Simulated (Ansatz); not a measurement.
# Quasi-harmonic thermodynamics of GaAs (F-43m)

How much does GaAs expand with temperature?

Experimental results on record:
- volume expansion coefficient 16.2 1e-6/K, heat capacity C_P per formula unit 46.8 J/mol/K and bulk modulus 74.8 GPa near room temperature (given in “High-Throughput Prediction of Finite-Temperature Properties using the Quasi-Harmonic Approximation”, 2016, arXiv:1603.06924)

Calculated with Ansatz 0.2.0; DFT LDA, scalar-relativistic, plane waves, PAW.

Report form: the programs' logs are mostly left out.

### Step 1. Set-up

The structure is cubic, space group F-43m (No. 216). Conventional cell: a = 5.654 Å, b = 5.654 Å, c = 5.654 Å, α = 90.00°, β = 90.00°, γ = 90.00°. Nearest to Ga lie 4 As at 2.45 Å. Nearest to As lie 4 Ga at 2.45 Å. Farther neighbours are not listed.

As a file:

```cif
data_structure
_symmetry_space_group_name_H-M 'P 1'
_symmetry_Int_Tables_number 1
_cell_length_a 3.9978
_cell_length_b 3.9978
_cell_length_c 3.9978
_cell_angle_alpha 60.000
_cell_angle_beta 60.000
_cell_angle_gamma 60.000
_cell_volume 45.18
loop_
_atom_site_label
_atom_site_type_symbol
_atom_site_fract_x
_atom_site_fract_y
_atom_site_fract_z
_atom_site_occupancy
Ga1 Ga 0.00000 0.00000 0.00000 1
As2 As 0.25000 0.25000 0.25000 1
```

### Step 2. A first coarse run

A cheap single point shows whether the cell is a metal or an insulator and how far it is from rest; that sets the k-mesh and the occupations of what follows.

The input, input.yaml:

```yaml
crystal:
  lattice:
    - [0.0, 2.82685, 2.82685]
    - [2.82685, 0.0, 2.82685]
    - [2.82685, 2.82685, 0.0]
  atoms:
    - { symbol: Ga, position: [0.0, 0.0, 0.0] }
    - { symbol: As, position: [0.25, 0.25, 0.25] }
kpoints:
  mp_grid: { grid: [6, 6, 6] }
hamiltonian:
  xc: lda
scf:
  occupations: { method: gaussian, width: 0.1 }
output:
  forces: true
  stress: true
  eigenvalues: true
```

Run with:

```sh
> ansatz run input.yaml --threads 4 --pin off --max-ram 16384MiB --backend cpu --events-out ev --progress --plain --runs-dir out
```

Elapsed: 0.91 s, on 4 threads of Arm Neoverse V2, shared host; peak memory 0.3 GiB; 1.6 s of CPU time.

This step gave:

```yaml
pressure: -1.918 GPa
volume_per_atom: 22.59 Å³
gap_on_the_k_mesh: 0.2800 eV
```

The start is under -1.9 GPa at this level and looks like an insulator or semiconductor on this mesh.

### Step 3. Finding the static equilibrium

Phonons are second derivatives about a minimum, so cell and atoms are relaxed first, inside the symmetry of the start.

input.yaml, the sections that differ from step 2:

```yaml
kpoints:
  mp_grid: { grid: [12, 12, 12] }
scf:
  occupations: { method: gaussian, width: 0.01 }
output:
  forces: true
  stress: true
  eigenvalues: true
  write_density: true
  write_potential: true
  elf: true
  volumetric_format: npy
relax:
  adjacent_minimum: "off"
  f_tol: 0.005
  max_steps: 80
  cell: { stress_tol: 0.05 }
# crystal, hamiltonian: as in step 2
```

The job ended after 5.3 s (4 threads; peak memory 0.41 GiB; 20 s of CPU time).

Relaxation path:

```tsv
step	energy less that of the first step (eV)	largest force component (eV/Å)	pressure (GPa)	volume (Å³)
1	0.0000	0.0000	-1.88	45.18
2	-0.0071	0.0000	-0.35	44.19
3	-0.0074	0.0000	0.02	43.97
4*	-0.0072	0.0000	0.02	43.97
```

Relaxation steps marked * repeat the geometry before them on a plane-wave basis chosen anew for their cell, so energy and pressure can jump there.

Forces are held to the 24 operations that the run works with; a distortion that breaks them can't arise in this run.

```tsv
conventional cell, symmetrised	before	after	change
a (Å)	5.654	5.603	-0.9 %
b (Å)	5.654	5.603	-0.9 %
c (Å)	5.654	5.603	-0.9 %
volume (Å³/atom)	22.59	21.98	-2.7 %
```

The relaxed structure:

```cif
data_structure
_symmetry_space_group_name_H-M 'P 1'
_symmetry_Int_Tables_number 1
_cell_length_a 3.9618
_cell_length_b 3.9618
_cell_length_c 3.9618
_cell_angle_alpha 60.000
_cell_angle_beta 60.000
_cell_angle_gamma 60.000
_cell_volume 43.97
loop_
_atom_site_label
_atom_site_type_symbol
_atom_site_fract_x
_atom_site_fract_y
_atom_site_fract_z
_atom_site_occupancy
Ga1 Ga 0.00000 0.00000 0.00000 1
As2 As 0.25000 0.25000 0.25000 1
```

Numbers from this step:

```yaml
pressure: 0.01727 GPa
gap_on_the_k_mesh: 0.4886 eV
volume_per_atom: 21.98 Å³
```

Electrostatic potential energy in the ac plane of a cell with a along [110], b along [-110] and c along [001] of the cube at fractional y = 0.000, with atoms of Ga and As within 0.2 Å of it. With pseudopotentials it is smooth inside the atoms' cores, unlike the true potential.

Ten even steps from '_' (-15 eV) to '@' (12 eV), each cell a mean:
```
____--####**####++________--####**####++____
__::++++--::::==**--____::++++--::::==**--__
++**##--==%%##::++##**++**##--==%%##::++##**
%%%%##::##@@@@--==%%%%%%%%##::##@@@@--==%%%%
@@@@##--==@@##::++%%@@@@@@##--==@@##::++%%@@
@@@@%%**--::::==%%@@@@@@@@%%**--::::==%%@@@@
@@@@@@%%##**##%%@@@@@@@@@@@@%%##**##%%@@@@@@
@@@@@@@@@@@@@@@@@@@@@@@@@@@@@@@@@@@@@@@@@@@@
@@@@@@@@@@@@@@@@@@@@@@@@@@@@@@@@@@@@@@@@@@@@
@@@@@@@@@@@@@@@@@@@@@@@@@@@@@@@@@@@@@@@@@@@@
@@@@@@@@@@@@@@@@@@@@@@@@@@@@@@@@@@@@@@@@@@@@
%%%%@@@@@@@@@@@@@@%%%%%%%%@@@@@@@@@@@@@@%%%%
--==##@@@@@@@@@@%%**----==##@@@@@@@@@@%%**--
____==%%@@@@@@%%**..______==%%@@@@@@%%**..__
____::##@@@@@@%%++________::##@@@@@@%%++____
```
Columns run along a (7.9 Å; values clipped at the 3rd and 97th percentile), rows up along c (5.6 Å), edges of the conventional cell, whose origin can differ from the input's. Atoms in or near the plane, at fractional coordinates: Ga at (0.50, 0.00), Ga at (0.00, 0.00), As at (0.75, 0.75), As at (0.25, 0.75).

ELF in the ac plane of a cell with a along [110], b along [-110] and c along [001] of the cube at fractional y = 0.000, with atoms of Ga and As within 0.2 Å of it. It is the smooth field of the valence electrons, not physical close to the nuclei.

Ten even steps from '_' (0.02) to '@' (0.73), each cell a mean:
```
__..==##@@%%%%%%++::____..==##@@%%%%%%++::__
::--**@@@@%%%%@@%%==::::--**@@@@%%%%@@%%==::
--++@@@@**==++%%@@##==--++@@@@**==++%%@@##==
--**%%%%==::--##@@##==--**%%%%==::--##@@##==
..==##%%**--==##%%++::..==##%%**--==##%%++::
__::++##%%##%%%%**--____::++##%%##%%%%**--__
____::++##%%%%**==..______::++##%%%%**==..__
______::==++++--..__________::==++++--..____
________......________________......________
____________________________________________
::....____________..::::....____________..::
----::..________..--------::..________..----
------::______..::----------::______..::----
..::----::..::::----....::----::..::::----..
....--==++++++++--::__....--==++++++++--::__
```
Columns run along a (7.9 Å), rows up along c (5.6 Å), edges of the conventional cell, whose origin can differ from the input's. Atoms in or near the plane, at fractional coordinates: Ga at (0.50, 0.00), Ga at (0.00, 0.00), As at (0.75, 0.75), As at (0.25, 0.75).

Valence density in the ac plane of a cell with a along [110], b along [-110] and c along [001] of the cube at fractional y = 0.000, with atoms of Ga and As within 0.2 Å of it. It is the smooth field of the valence electrons, not physical close to the nuclei.

Ten steps, logarithmic in the rise over the least value, from '0' (0 e/Å³) to '9' (34 e/Å³), each cell a mean:
```
8521111113785211111137
4212233212342122332123
1112576321111125763211
0013798421000137984210
0012577310000125773100
0001233100000012331000
0000111000000001110000
0000000000000000000000
0000000000000000000000
0000000000000000000000
0000000000000000000000
0000000000000000000000
2100000001121000000011
6310000012563100000125
9621000014896210000148
```
Columns run along a (7.9 Å), rows up along c (5.6 Å), edges of the conventional cell, whose origin can differ from the input's. Atoms in or near the plane, at fractional coordinates: Ga at (0.50, 0.00), Ga at (0.00, 0.00), As at (0.75, 0.75), As at (0.25, 0.75).

The relaxation ends with a pressure of 0.02 GPa.

### Step 4. Tight relaxation

The thresholds are tightened for a last relaxation ahead of the phonons, and where mesh or smearing change with them the cell follows.

The input, input.yaml:

```yaml
crystal:
  lattice:
    - [0.0, 2.8014019346, 2.8014019346]
    - [2.8014019346, 0.0, 2.8014019346]
    - [2.8014019346, 2.8014019346, 0.0]
  atoms:
    - { symbol: Ga, position: [0.0, 0.0, 0.0] }
    - { symbol: As, position: [0.25, 0.25, 0.25] }
kpoints:
  mp_grid: { grid: [12, 12, 12] }
hamiltonian:
  xc: lda
scf:
  occupations: { method: fixed }
output:
  forces: true
  stress: true
  eigenvalues: true
relax:
  adjacent_minimum: "off"
  f_tol: 0.001
  max_steps: 60
  cell: { stress_tol: 0.01 }
```

It took 4.2 s on 4 threads; peak memory 0.4 GiB.

Little changed from the start: no atom moved by 0.005 Å and no cell edge by 0.1 %.

This step gave:

| Item | Value |
| --- | --- |
| pressure | 0.003571 GPa |
| gap on the k-mesh | 0.4872 eV |
| volume per atom | 21.99 Å³ |

The residual pressure is 0.0036 GPa, small enough for phonons.

### Step 5. Relaxing at another setting

The functional, the potentials or the cutoff change, so the crystal is relaxed again at the new setting.

input.yaml, the sections that differ from step 4:

```yaml
crystal:
  lattice:
    - [0.0, 2.8015748683, 2.8015748683]
    - [2.8015748683, 0.0, 2.8015748683]
    - [2.8015748683, 2.8015748683, 0.0]
  atoms:
    - { symbol: Ga, position: [0.0, 0.0, 0.0] }
    - { symbol: As, position: [0.25, 0.25, 0.25] }
basis:
  ecutwfc: 550.0
# kpoints, hamiltonian, scf, output, relax: as in step 4
```

Run time: 4.4 s. Hardware: 4 threads; peak memory 0.43 GiB; 15 s of CPU time.

Little changed from the start: no atom moved by 0.005 Å and no cell edge by 0.1 %.

Numbers from this step:

| Quantity | Value |
| --- | --- |
| pressure | 0.002501 GPa |
| gap on the k-mesh | 0.4873 eV |

The residual pressure is 0.0025 GPa, small enough for phonons.

### Step 6. Phonons on strained cells

Thermal expansion follows from how the free energy of the vibrations (and of the electrons in a metal) changes with strain, so the program makes strained cells, their phonons and a fit in one run.

input.yaml, the sections that differ from step 5:

```yaml
output:
  eigenvalues: true
phonons:
  method: dfpt
  qmesh: [4, 4, 4]
  temperatures: { t_max: 800.0, t_step: 50 }
  thermal_expansion: {}
# crystal, kpoints, hamiltonian, scf, basis: as in step 5
# relax: removed
```

It took 36 min on 4 threads; peak memory 4.3 GiB; 2.3 h of CPU time.

Numbers from this step:

```
pressure                                         : 0.002503 GPa
volume expansion coefficient at 298 K            : 18.68 1e-6/K
C_P at 298 K                                     : 23.29 J/mol-atom/K
entropy at 298 K                                 : 32.68 J/mol-atom/K
isothermal bulk modulus at 298 K                 : 71.18 GPa
Grüneisen parameter at 298 K                     : 0.7645
volume at 298 K                                  : 22.14 Å³/atom
principal linear expansion coefficients at 298 K : 6.226, 6.226, 6.226 1e-6/K
```

Strained cells of the study; zero-point energy where phonons were solved; the pressures are stresses at a fixed cutoff and can carry an offset from the finite basis. Expansion cells, by row:

```tsv
cell	|a| (Å)	|b| (Å)	|c| (Å)	V (Å³/atom)	E - E_lowest (meV/atom)	pressure, compression positive (GPa)	gap (eV)	zero-point energy (meV/atom)
1	3.962	3.962	3.962	21.99	0	-0.003	0.4873	-
2	3.994	3.994	3.994	22.52	2.843	-1.682	0.3075	-
3	3.931	3.931	3.931	21.47	2.982	1.873	0.6702	-
4	3.962	3.962	3.962	22	0	-0.024	0.4851	33.71
5	3.982	3.982	3.982	22.33	1.164	-1.096	0.3722	33.14
6	3.973	3.973	3.973	22.17	0.328	-0.592	0.4261	33.41
7	3.993	3.993	3.993	22.52	2.793	-1.668	0.3091	32.82
8	3.923	3.923	3.923	21.35	4.605	2.354	0.7145	-
9	3.943	3.943	3.943	21.67	1.117	1.124	0.5992	-
10	4.009	4.009	4.009	22.78	6.175	-2.423	0.2222	-
```

Quasi-harmonic; a, b, c are the run's own cell vectors. Expansion, by row:

```tsv
T (K)	a (Å)	b (Å)	c (Å)	alpha (deg)	beta (deg)	gamma (deg)	cell volume (Å³/cell)	alpha_a (1e-6/K)	alpha_b (1e-6/K)	alpha_c (1e-6/K)	alpha_V (1e-6/K)	C_P (J/mol-atom/K)	C_V (J/mol-atom/K)	S (J/mol-atom/K)	B_T (GPa)	B_S (GPa)	Grueneisen	extrapolation	fit error (1e-6/K)
0	3.967	3.967	3.967	60	60	60	44.14	0	0	0	0	0	0	0	73.29	73.29	-	0	0
50	3.967	3.967	3.967	60	60	60	44.14	-0.07	-0.07	-0.07	-0.21	6.849	6.849	3.685	73.24	73.24	-0.029	0	0
100	3.967	3.967	3.967	60	60	60	44.15	2.43	2.43	2.43	7.28	14.67	14.67	10.99	72.97	72.99	0.481	0	0
150	3.968	3.968	3.968	60	60	60	44.17	4.28	4.28	4.28	12.84	19.11	19.09	17.89	72.56	72.65	0.649	0	0.01
200	3.969	3.969	3.969	60	60	60	44.21	5.29	5.29	5.29	15.86	21.36	21.31	23.73	72.11	72.28	0.714	0	0.01
250	3.97	3.97	3.97	60	60	60	44.24	5.87	5.87	5.87	17.6	22.58	22.5	28.64	71.64	71.88	0.746	0	0.01
298.1	3.971	3.971	3.971	60	60	60	44.28	6.23	6.23	6.23	18.68	23.29	23.19	32.68	71.18	71.48	0.764	0	0.02
300	3.971	3.971	3.971	60	60	60	44.28	6.24	6.24	6.24	18.71	23.31	23.21	32.82	71.16	71.46	0.765	0	0.02
350	3.972	3.972	3.972	60	60	60	44.33	6.5	6.5	6.5	19.49	23.77	23.65	36.45	70.67	71.05	0.777	0	0.02
400	3.974	3.974	3.974	60	60	60	44.37	6.69	6.69	6.69	20.07	24.09	23.94	39.65	70.18	70.63	0.786	0	0.02
450	3.975	3.975	3.975	60	60	60	44.41	6.85	6.85	6.85	20.54	24.33	24.15	42.5	69.69	70.2	0.793	0	0.02
500	3.976	3.976	3.976	60	60	60	44.46	6.98	6.98	6.98	20.95	24.5	24.3	45.08	69.2	69.78	0.799	0	0.01
550	3.978	3.978	3.978	60	60	60	44.51	7.1	7.1	7.1	21.3	24.64	24.41	47.42	68.71	69.35	0.804	0	0.01
600	3.979	3.979	3.979	60	60	60	44.56	7.21	7.21	7.21	21.63	24.75	24.5	49.57	68.21	68.93	0.808	0	0.01
650	3.981	3.981	3.981	60	60	60	44.6	7.31	7.31	7.31	21.93	24.85	24.56	51.55	67.72	68.5	0.812	0	0.01
700	3.982	3.982	3.982	60	60	60	44.65	7.41	7.41	7.41	22.22	24.93	24.62	53.4	67.22	68.08	0.816	0	0.02
750	3.984	3.984	3.984	60	60	60	44.7	7.5	7.5	7.5	22.5	25	24.66	55.12	66.73	67.65	0.82	0	0.03
800	3.985	3.985	3.985	60	60	60	44.75	7.59	7.59	7.59	22.78	25.07	24.7	56.73	66.23	67.23	0.823	0	0.04
```

The expansion coefficient by temperature; values in 1e-6/K:

```tsv
temperature (K)	volume	principal 1
0	0	0
50	-0.21	-0.07
100	7.28	2.43
150	12.8	4.28
200	15.9	5.29
250	17.6	5.87
298	18.7	6.23
300	18.7	6.24
350	19.5	6.5
400	20.1	6.69
450	20.5	6.85
500	20.9	6.98
550	21.3	7.1
600	21.6	7.21
650	21.9	7.31
700	22.2	7.41
750	22.5	7.5
800	22.8	7.59
```

At 298 K the volume expansion is 18.7 × 10⁻⁶/K and B_T is 71.2 GPa.

### Step 7. The quasi-harmonic study, cutoff 487.2 eV, k-mesh 20×20×20

Edit input.yaml of step 6 so:

```diff
@@ -9,3 +9,3 @@
 kpoints:
-  mp_grid: { grid: [12, 12, 12] }
+  mp_grid: { grid: [20, 20, 20] }
 hamiltonian:
@@ -16,4 +16,2 @@
   eigenvalues: true
-basis:
-  ecutwfc: 550.0
 phonons:
```

The job ended after 47 min (4 threads; peak memory 11 GiB).

The run was cut off at its time limit.

The program's message: “Warning: rende”

### Step 8. The quasi-harmonic study, cutoff 487.2 eV

The study relaxes the crystal at several strains, solves the phonons on some of them and minimises the free energy at each temperature (static energy, vibrations, the electrons in a metal, and PV under a set pressure); the q-mesh sets how far the force constants reach.

Edit input.yaml of step 7 so:

```diff
@@ -9,3 +9,3 @@
 kpoints:
-  mp_grid: { grid: [20, 20, 20] }
+  mp_grid: { grid: [12, 12, 12] }
 hamiltonian:
```

The job ended after 26 min (4 threads; peak memory 3.8 GiB).

The run was cut off at its time limit.

The program's message: “Warning: rende”

### Step 9. What came out

```
settings of these figures                        : LDA, 550 eV, k 12×12×12, q 4×4×4
volume expansion coefficient at 298 K            : 18.68 1e-6/K
C_P at 298 K                                     : 23.29 J/mol-atom/K
entropy at 298 K                                 : 32.68 J/mol-atom/K
isothermal bulk modulus at 298 K                 : 71.18 GPa
Grüneisen parameter at 298 K                     : 0.7645
volume at 298 K                                  : 22.14 Å³/atom
principal linear expansion coefficients at 298 K : 6.226, 6.226, 6.226 1e-6/K
```

What this shows: Near room temperature GaAs expands by 18.7 × 10⁻⁶/K in volume by LDA, with C_P = 23.3 J/(mol K) per mole of atoms and B_T = 71.2 GPa. C_P at room temperature is 93 % of the classical 3R an atom. A measured volume expansion coefficient near room temperature is 16.2 1e-6/K (arXiv:1603.06924); the calculated 18.7 1e-6/K differs by +15 %. A measured bulk modulus near room temperature is 74.8 GPa (arXiv:1603.06924); the calculated 71.2 GPa differs by -5 %. The table does not say whether its value is isothermal or adiabatic. A measured heat capacity per formula unit near room temperature is 46.8 J/mol/K (arXiv:1603.06924); the calculated 46.6 J/mol/K agrees within half a per cent. The interpolation has no quadrupole term, so branches near the zone centre are less sure, since this crystal has sites that are not centres of inversion. The PAW files were made for PBE and are used here under another functional, for which the program regenerates the frozen cores.

[Logs are printed without paths, hosts, clocks, repeated set-up lines and the standing remarks that a program may print on its own settings, such as how far it seeks lower states.]

[Hosts, paths, dates, database ids (printed as entryN), source tags and the programs' standing remarks are cut or masked in the printed files.]

[A step with changed settings may run another functional than the one named; its input shows which.]
